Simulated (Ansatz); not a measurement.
# YF3 (Pnma): the host for defect calculations, part 2 of 2

Aim: the runs on the perfect crystal YF3 (Pnma) that a defect calculation needs first.

Ansatz 0.2.0; plane-wave PAW DFT, PBEsol; relaxation of the defect-free supercell from its symmetric sites (the session's first sound run).

So far: The starting structure; Defect free supercell relaxed from its symmetric sites.

### 3. Defect free supercell relaxed from displaced atoms

This step: plane-wave PAW DFT, PBEsol; relaxation of the defect-free supercell from random displacements, a test of the host's stability (Ansatz 0.2.0).

File pristine.rattled/input.yaml:

```yaml
crystal:
  lattice:
    - [6.3310359498, 6.839361583, 0.0]
    - [-6.3310359498, 6.839361583, 0.0]
    - [0.0, 0.0, 8.7380616657]
  atoms:
    - { symbol: "Y", position: [0.1904505222, 0.5595494778, 0.4693274222] }
    - { symbol: "Y", position: [0.6904505222, 0.0595494778, 0.4693274222] }
    - { symbol: "Y", position: [0.0595494778, 0.1904505222, 0.2193274222] }
    - { symbol: "Y", position: [0.5595494778, 0.6904505222, 0.2193274222] }
    - { symbol: "Y", position: [0.4404505222, 0.3095494778, 0.2806725778] }
    - { symbol: "Y", position: [0.9404505222, 0.8095494778, 0.2806725778] }
    - { symbol: "Y", position: [0.3095494778, 0.9404505222, 0.0306725778] }
    - { symbol: "Y", position: [0.8095494778, 0.4404505222, 0.0306725778] }
    - { symbol: F, position: [0.3009583704, 0.1358991347, 0.1890045975] }
    - { symbol: F, position: [0.8009583704, 0.6358991347, 0.1890045975] }
    - { symbol: F, position: [0.4490416296, 0.1141008653, 0.4390045976] }
    - { symbol: F, position: [0.9490416296, 0.6141008653, 0.4390045976] }
    - { symbol: F, position: [0.3641008653, 0.6990416296, 0.0609954024] }
    - { symbol: F, position: [0.8641008653, 0.1990416296, 0.0609954024] }
    - { symbol: F, position: [0.3858991347, 0.5509583704, 0.3109954024] }
    - { symbol: F, position: [0.8858991347, 0.0509583704, 0.3109954024] }
    - { symbol: F, position: [0.3865522208, 0.8634477792, 0.2947256464] }
    - { symbol: F, position: [0.8865522208, 0.3634477792, 0.2947256464] }
    - { symbol: F, position: [0.3634477792, 0.3865522208, 0.0447256465] }
    - { symbol: F, position: [0.8634477792, 0.8865522208, 0.0447256465] }
    - { symbol: F, position: [0.1365522208, 0.1134477792, 0.4552743536] }
    - { symbol: F, position: [0.6365522208, 0.6134477792, 0.4552743536] }
    - { symbol: F, position: [0.1134477792, 0.6365522208, 0.2052743536] }
    - { symbol: F, position: [0.6134477792, 0.1365522208, 0.2052743536] }
    - { symbol: F, position: [0.1141008653, 0.9490416296, 0.1890045975] }
    - { symbol: F, position: [0.6141008653, 0.4490416296, 0.1890045975] }
    - { symbol: F, position: [0.1358991347, 0.8009583704, 0.4390045976] }
    - { symbol: F, position: [0.6358991347, 0.3009583704, 0.4390045976] }
    - { symbol: F, position: [0.0509583704, 0.3858991347, 0.0609954024] }
    - { symbol: F, position: [0.5509583704, 0.8858991347, 0.0609954024] }
    - { symbol: F, position: [0.1990416296, 0.3641008653, 0.3109954024] }
    - { symbol: F, position: [0.6990416296, 0.8641008653, 0.3109954024] }
    - { symbol: "Y", position: [0.1904505222, 0.5595494778, 0.9693274222] }
    - { symbol: "Y", position: [0.6904505222, 0.0595494778, 0.9693274222] }
    - { symbol: "Y", position: [0.0595494778, 0.1904505222, 0.7193274222] }
    - { symbol: "Y", position: [0.5595494778, 0.6904505222, 0.7193274222] }
    - { symbol: "Y", position: [0.4404505222, 0.3095494778, 0.7806725778] }
    - { symbol: "Y", position: [0.9404505222, 0.8095494778, 0.7806725778] }
    - { symbol: "Y", position: [0.3095494778, 0.9404505222, 0.5306725778] }
    - { symbol: "Y", position: [0.8095494778, 0.4404505222, 0.5306725778] }
    - { symbol: F, position: [0.3009583704, 0.1358991347, 0.6890045976] }
    - { symbol: F, position: [0.8009583704, 0.6358991347, 0.6890045976] }
    - { symbol: F, position: [0.4490416296, 0.1141008653, 0.9390045976] }
    - { symbol: F, position: [0.9490416296, 0.6141008653, 0.9390045976] }
    - { symbol: F, position: [0.3641008653, 0.6990416296, 0.5609954024] }
    - { symbol: F, position: [0.8641008653, 0.1990416296, 0.5609954024] }
    - { symbol: F, position: [0.3858991347, 0.5509583704, 0.8109954024] }
    - { symbol: F, position: [0.8858991347, 0.0509583704, 0.8109954024] }
    - { symbol: F, position: [0.3865522208, 0.8634477792, 0.7947256464] }
    - { symbol: F, position: [0.8865522208, 0.3634477792, 0.7947256464] }
    - { symbol: F, position: [0.3634477792, 0.3865522208, 0.5447256464] }
    - { symbol: F, position: [0.8634477792, 0.8865522208, 0.5447256464] }
    - { symbol: F, position: [0.1365522208, 0.1134477792, 0.9552743536] }
    - { symbol: F, position: [0.6365522208, 0.6134477792, 0.9552743536] }
    - { symbol: F, position: [0.1134477792, 0.6365522208, 0.7052743536] }
    - { symbol: F, position: [0.6134477792, 0.1365522208, 0.7052743536] }
    - { symbol: F, position: [0.1141008653, 0.9490416296, 0.6890045976] }
    - { symbol: F, position: [0.6141008653, 0.4490416296, 0.6890045976] }
    - { symbol: F, position: [0.1358991347, 0.8009583704, 0.9390045976] }
    - { symbol: F, position: [0.6358991347, 0.3009583704, 0.9390045976] }
    - { symbol: F, position: [0.0509583704, 0.3858991347, 0.5609954024] }
    - { symbol: F, position: [0.5509583704, 0.8858991347, 0.5609954024] }
    - { symbol: F, position: [0.1990416296, 0.3641008653, 0.8109954024] }
    - { symbol: F, position: [0.6990416296, 0.8641008653, 0.8109954024] }
basis:
  ecutwfc: 420
  xc_grid: 2
hamiltonian:
  xc: pbesol
kpoints:
  mp_grid: { grid: [1, 1, 1], shift: [0.25, 0.25, 0.25] }
scf:
  occupations: { method: fermi_dirac, width: 0.01 }
  max_iter: 80
output:
  forces: true
relax:
  f_tol: 0.01
  max_steps: 120
  random_displacement: { amplitude: 0.08, seed: 3965 }
checkpoint:
  write: "../pristine.rattled.run"
  compress: false
  write_wavefunctions: false
  write_every: 100000
```

Launch:

```bash
$ ansatz run input.yaml --threads 4 --pin off --max-ram 7536MiB --backend cpu --events-out ev --progress --plain --runs-dir out
```

Numbers of over 12 decimals in the logs are rounded to 6 here.

What it wrote:

```text
[...]
Crystal: 64 atoms, lattice volume = 756.720 Å³
Basis set: ecut = 420 eV, 14795 PW (Γ), exchange–correlation on 128×128×120 points (8 copies of the dense FFT grid, shifted against one another)
Bands: 320, of which v1, the nominal top of the filled ones, is band 256 counted from 1 (255 counted from 0)
Symmetry: 1 space group operations
k-points: 1
[...]
SCF iter   1: F=—  HF=-99272.736621 eV  |F-HF|=—  |Δ(HF+E_count)|=         —  Δρ=1.72e-2  dr2=1.41e0  ethr=1.77e-3  ⟨swp⟩=6.0  Hψ=1088  notcnv=0  defer=37
[...]
SCF iter   6: F=-99272.358293 eV  HF=-99272.358292 eV  |F-HF|=1.40e-6  |Δ(HF+E_count)|=   2.78e-5  Δρ=1.43e-5  dr2=1.35e-6  ethr=4.88e-10  ⟨swp⟩=4.0  Hψ=980  notcnv=0
SCF 1 converged in 6 iterations: F = -99272.358293 eV  dr2 = 1.35e-6
[...]
relax step   1: F+E_penalty+E_count = -99272.35829337 eV  Δ(F+E_penalty+E_count) = +0.000e0 eV  max|allowed force component| = 1.698e0 eV/Å  Δτ_max = 0.0000 Å  (6 SCF iters, dr2 threshold 2.50e-6 eV, accepted)
[... the SCF cycles and remarks between the steps are left out from here to the last step ...]
relax step   2: F+E_penalty+E_count = -99273.55228909 eV  Δ(F+E_penalty+E_count) = -1.194e0 eV  max|allowed force component| = 1.036e0 eV/Å  Δτ_max = 0.1823 Å  (7 SCF iters, dr2 threshold 1.00e-4 eV, accepted)
relax step   3: F+E_penalty+E_count = -99274.20387437 eV  Δ(F+E_penalty+E_count) = -6.516e-1 eV  max|allowed force component| = 2.186e-2 eV/Å  Δτ_max = 0.1023 Å  (5 SCF iters, dr2 threshold 6.71e-5 eV, accepted)
relax step   4: F+E_penalty+E_count = -99274.20388878 eV  Δ(F+E_penalty+E_count) = -1.441e-5 eV  max|allowed force component| = 2.145e-2 eV/Å  Δτ_max = 0.0000 Å  (4 SCF iters, accepted)
SCF iter   1: F=—  HF=-99274.204116 eV  |F-HF|=—  |Δ(HF+E_count)|=         —  Δρ=5.76e-4  dr2=1.23e-3  ethr=2.95e-6  ⟨swp⟩=3.0  Hψ=553  notcnv=0  defer=54
[...]
SCF iter   6: F=-99274.204908 eV  HF=-99274.204908 eV  |F-HF|=8.64e-9  |Δ(HF+E_count)|=   6.00e-8  Δρ=1.96e-6  dr2=1.83e-8  ethr=1.95e-11  ⟨swp⟩=3.0  Hψ=836  notcnv=0
SCF 5 converged in 6 iterations: F = -99274.204908 eV  dr2 = 1.83e-8
relax step   5: F+E_penalty+E_count = -99274.20490760 eV  Δ(F+E_penalty+E_count) = -1.019e-3 eV  max|allowed force component| = 1.260e-3 eV/Å  Δτ_max = 0.0076 Å  (6 SCF iters, accepted)
SCF converged after 6 iterations
Free energy (F): -99274.204908 eV
[...]
Internal energy: -99274.204908 eV  (E = F + TS)
E sigma→0 (E₀):  -99274.204908 eV
Fermi energy:    9.529634 eV
[...]
--- Forces (eV/Å), atoms counted from 1 ---
  atom   1  Y     -0.00046133    -0.00029400     0.00034978
  atom   2  Y     -0.00094388     0.00031116     0.00049000
  atom   3  Y      0.00027398    -0.00012907     0.00039453
  atom   4  Y      0.00090124     0.00007000     0.00073433
  atom   5  Y      0.00001496    -0.00030241    -0.00020989
  atom   6  Y     -0.00010417     0.00016269    -0.00013160
  atom   7  Y      0.00054208    -0.00016797     0.00005214
  atom   8  Y      0.00073302     0.00043637     0.00024080
  atom   9  F     -0.00016814     0.00027702    -0.00038795
  atom  10  F     -0.00003710    -0.00018275    -0.00030677
  atom  11  F     -0.00030578     0.00017397    -0.00006763
  atom  12  F      0.00019368    -0.00028039     0.00000664
  atom  13  F     -0.00018263    -0.00041921    -0.00005665
  atom  14  F     -0.00077489     0.00043059     0.00014072
  atom  15  F     -0.00023538    -0.00033471    -0.00001411
  atom  16  F      0.00001721     0.00033590     0.00000932
  atom  17  F     -0.00032402    -0.00000745     0.00117192
  atom  18  F     -0.00015584     0.00043314     0.00019546
  atom  19  F      0.00006775    -0.00031264    -0.00012125
  atom  20  F      0.00020219     0.00010728    -0.00004574
  atom  21  F      0.00015387     0.00010140    -0.00024675
  atom  22  F      0.00006844    -0.00010465    -0.00073397
  atom  23  F      0.00027321    -0.00025531    -0.00044936
  atom  24  F      0.00063362    -0.00000767    -0.00033108
  atom  25  F      0.00053155    -0.00026786     0.00020435
  atom  26  F      0.00038989    -0.00033915    -0.00027014
  atom  27  F      0.00022622     0.00003164     0.00026778
  atom  28  F      0.00052752     0.00034518    -0.00023580
  atom  29  F      0.00025191     0.00001319    -0.00042520
  atom  30  F     -0.00029035    -0.00028183    -0.00007352
  atom  31  F     -0.00000318     0.00019137    -0.00001325
  atom  32  F      0.00088555    -0.00011441     0.00004145
  atom  33  Y     -0.00075227    -0.00038436     0.00057047
  atom  34  Y     -0.00014702    -0.00064491     0.00119377
  atom  35  Y      0.00029187    -0.00026822     0.00019774
  atom  36  Y      0.00017498     0.00003785     0.00113113
  atom  37  Y     -0.00005108    -0.00026082     0.00023339
  atom  38  Y     -0.00060682     0.00048783    -0.00019431
  atom  39  Y      0.00055185     0.00062838    -0.00023271
  atom  40  Y      0.00025909     0.00019211    -0.00003707
  atom  41  F     -0.00071653     0.00046103    -0.00009635
  atom  42  F     -0.00066735    -0.00015676    -0.00033223
  atom  43  F      0.00029595    -0.00012968    -0.00054864
  atom  44  F     -0.00023451    -0.00000442    -0.00074380
  atom  45  F     -0.00011731     0.00032774     0.00016776
  atom  46  F     -0.00026054     0.00020781    -0.00008535
  atom  47  F      0.00029016    -0.00020274     0.00002777
  atom  48  F     -0.00072283     0.00009766    -0.00003236
  atom  49  F     -0.00081634    -0.00029195     0.00055517
  atom  50  F     -0.00039669     0.00006185     0.00026092
  atom  51  F      0.00027500    -0.00004304     0.00006674
  atom  52  F      0.00035590     0.00039143     0.00045140
  atom  53  F     -0.00039943    -0.00022468    -0.00020544
  atom  54  F     -0.00066032    -0.00002570     0.00006189
  atom  55  F      0.00065598     0.00005485    -0.00076599
  atom  56  F     -0.00023607    -0.00002649    -0.00126005
  atom  57  F     -0.00038910     0.00011720     0.00005461
  atom  58  F     -0.00042426     0.00015504    -0.00019062
  atom  59  F      0.00036841    -0.00020694    -0.00043063
  atom  60  F      0.00028666    -0.00016147    -0.00038883
  atom  61  F      0.00015854     0.00003818     0.00012342
  atom  62  F      0.00019198     0.00001391     0.00046700
  atom  63  F      0.00036375     0.00024582    -0.00028101
  atom  64  F      0.00019432    -0.00011371     0.00006604
  max |Σ_I F_I| component: 1.76e-5 eV/Å
--- Relaxed structure (5 steps of the walk, 5 accepted, 0 SCFs on fresh bases) ---
  F+E_penalty+E_count = -99274.20490760 eV   max|allowed force component| = 1.260e-3 eV/Å
  atoms:
    - { symbol: Y, position: [0.191153, 0.558938, 0.470243] }
    - { symbol: Y, position: [0.691155, 0.058922, 0.470253] }
    - { symbol: Y, position: [0.060231, 0.189857, 0.220250] }
    - { symbol: Y, position: [0.560231, 0.689871, 0.220239] }
    - { symbol: Y, position: [0.441167, 0.308944, 0.281599] }
    - { symbol: Y, position: [0.941154, 0.808943, 0.281586] }
    - { symbol: Y, position: [0.310248, 0.939873, 0.031587] }
    - { symbol: Y, position: [0.810236, 0.439860, 0.031595] }
    - { symbol: F, position: [0.301630, 0.135297, 0.189960] }
    - { symbol: F, position: [0.801632, 0.635303, 0.189952] }
    - { symbol: F, position: [0.449735, 0.113501, 0.439945] }
    - { symbol: F, position: [0.949732, 0.613504, 0.439933] }
    - { symbol: F, position: [0.364818, 0.698462, 0.061896] }
    - { symbol: F, position: [0.864809, 0.198438, 0.061895] }
    - { symbol: F, position: [0.386602, 0.550370, 0.311918] }
    - { symbol: F, position: [0.886582, 0.050360, 0.311917] }
    - { symbol: F, position: [0.387249, 0.862858, 0.295609] }
    - { symbol: F, position: [0.887238, 0.362824, 0.295654] }
    - { symbol: F, position: [0.364159, 0.385983, 0.045667] }
    - { symbol: F, position: [0.864132, 0.885955, 0.045650] }
    - { symbol: F, position: [0.137229, 0.112842, 0.456214] }
    - { symbol: F, position: [0.637243, 0.612855, 0.456234] }
    - { symbol: F, position: [0.114154, 0.635958, 0.206208] }
    - { symbol: F, position: [0.614130, 0.135970, 0.206189] }
    - { symbol: F, position: [0.114789, 0.948452, 0.189922] }
    - { symbol: F, position: [0.614812, 0.448454, 0.189962] }
    - { symbol: F, position: [0.136590, 0.800346, 0.439921] }
    - { symbol: F, position: [0.636579, 0.300332, 0.439965] }
    - { symbol: F, position: [0.051662, 0.385301, 0.061941] }
    - { symbol: F, position: [0.551681, 0.885299, 0.061890] }
    - { symbol: F, position: [0.199761, 0.363495, 0.311923] }
    - { symbol: F, position: [0.699740, 0.863516, 0.311896] }
    - { symbol: Y, position: [0.191172, 0.558936, 0.970255] }
    - { symbol: Y, position: [0.691162, 0.058941, 0.970219] }
    - { symbol: Y, position: [0.060245, 0.189845, 0.720247] }
    - { symbol: Y, position: [0.560247, 0.689847, 0.720216] }
    - { symbol: Y, position: [0.441165, 0.308941, 0.781595] }
    - { symbol: Y, position: [0.941169, 0.808917, 0.781600] }
    - { symbol: Y, position: [0.310229, 0.939858, 0.531581] }
    - { symbol: Y, position: [0.810240, 0.439851, 0.531593] }
    - { symbol: F, position: [0.301652, 0.135277, 0.689943] }
    - { symbol: F, position: [0.801668, 0.635260, 0.689959] }
    - { symbol: F, position: [0.449724, 0.113533, 0.939967] }
    - { symbol: F, position: [0.949748, 0.613505, 0.939976] }
    - { symbol: F, position: [0.364780, 0.698461, 0.561901] }
    - { symbol: F, position: [0.864786, 0.198447, 0.561925] }
    - { symbol: F, position: [0.386600, 0.550366, 0.811899] }
    - { symbol: F, position: [0.886626, 0.050331, 0.811909] }
    - { symbol: F, position: [0.387299, 0.862840, 0.795644] }
    - { symbol: F, position: [0.887279, 0.362822, 0.795667] }
    - { symbol: F, position: [0.364139, 0.385969, 0.545665] }
    - { symbol: F, position: [0.864131, 0.885937, 0.545643] }
    - { symbol: F, position: [0.137272, 0.112842, 0.956188] }
    - { symbol: F, position: [0.637269, 0.612823, 0.956177] }
    - { symbol: F, position: [0.114135, 0.635941, 0.706212] }
    - { symbol: F, position: [0.614157, 0.135919, 0.706254] }
    - { symbol: F, position: [0.114822, 0.948406, 0.689934] }
    - { symbol: F, position: [0.614821, 0.448408, 0.689946] }
    - { symbol: F, position: [0.136607, 0.800343, 0.939950] }
    - { symbol: F, position: [0.636594, 0.300353, 0.939958] }
    - { symbol: F, position: [0.051657, 0.385292, 0.561913] }
    - { symbol: F, position: [0.551652, 0.885287, 0.561879] }
    - { symbol: F, position: [0.199763, 0.363487, 0.811929] }
    - { symbol: F, position: [0.699769, 0.863484, 0.811883] }
```

Wall time 46 s (4 threads of Arm Neoverse V2, shared host); peak memory 1.4 GiB; 2.9 min of CPU time.

The steps of the relaxation:

```csv
step,energy less that of the first step (eV),largest force component (eV/Å)
1,0.0000,1.6975
2,-1.1940,1.0361
3,-1.8456,0.0219
4,-1.8456,0.0214
5,-1.8466,0.0013
```

The relaxation ends 29 meV an atom lower than the displaced start, with a largest force component of 0.0013 eV/Å.

### 4. What came out

| Item | Value |
| --- | --- |
| supercell relaxed in its symmetry less the displaced and relaxed one | 0.000 eV |

The energy fell by 1.847 eV from the randomly displaced start; the atoms end within 0.005 Å of the sites as typed, once the mean shift is taken out. The displaced cell ends within 0.01 eV of the symmetric one relaxed in its symmetry, so no lower structure shows in this supercell. All at zero temperature.

[Logs are printed without paths, hosts, clocks, repeated set-up lines and the standing remarks that a program may print on its own settings, such as how far it seeks lower states.]

[Hosts, paths, dates, database ids (printed as entryN), source tags and the programs' standing remarks are cut or masked in the printed files.]

[Runs of the host that timed out are not shown.]

[For some hosts the program warned that the k-mesh of the response run may be too coarse for force constants and the static dielectric constant; such warnings are not always shown.]
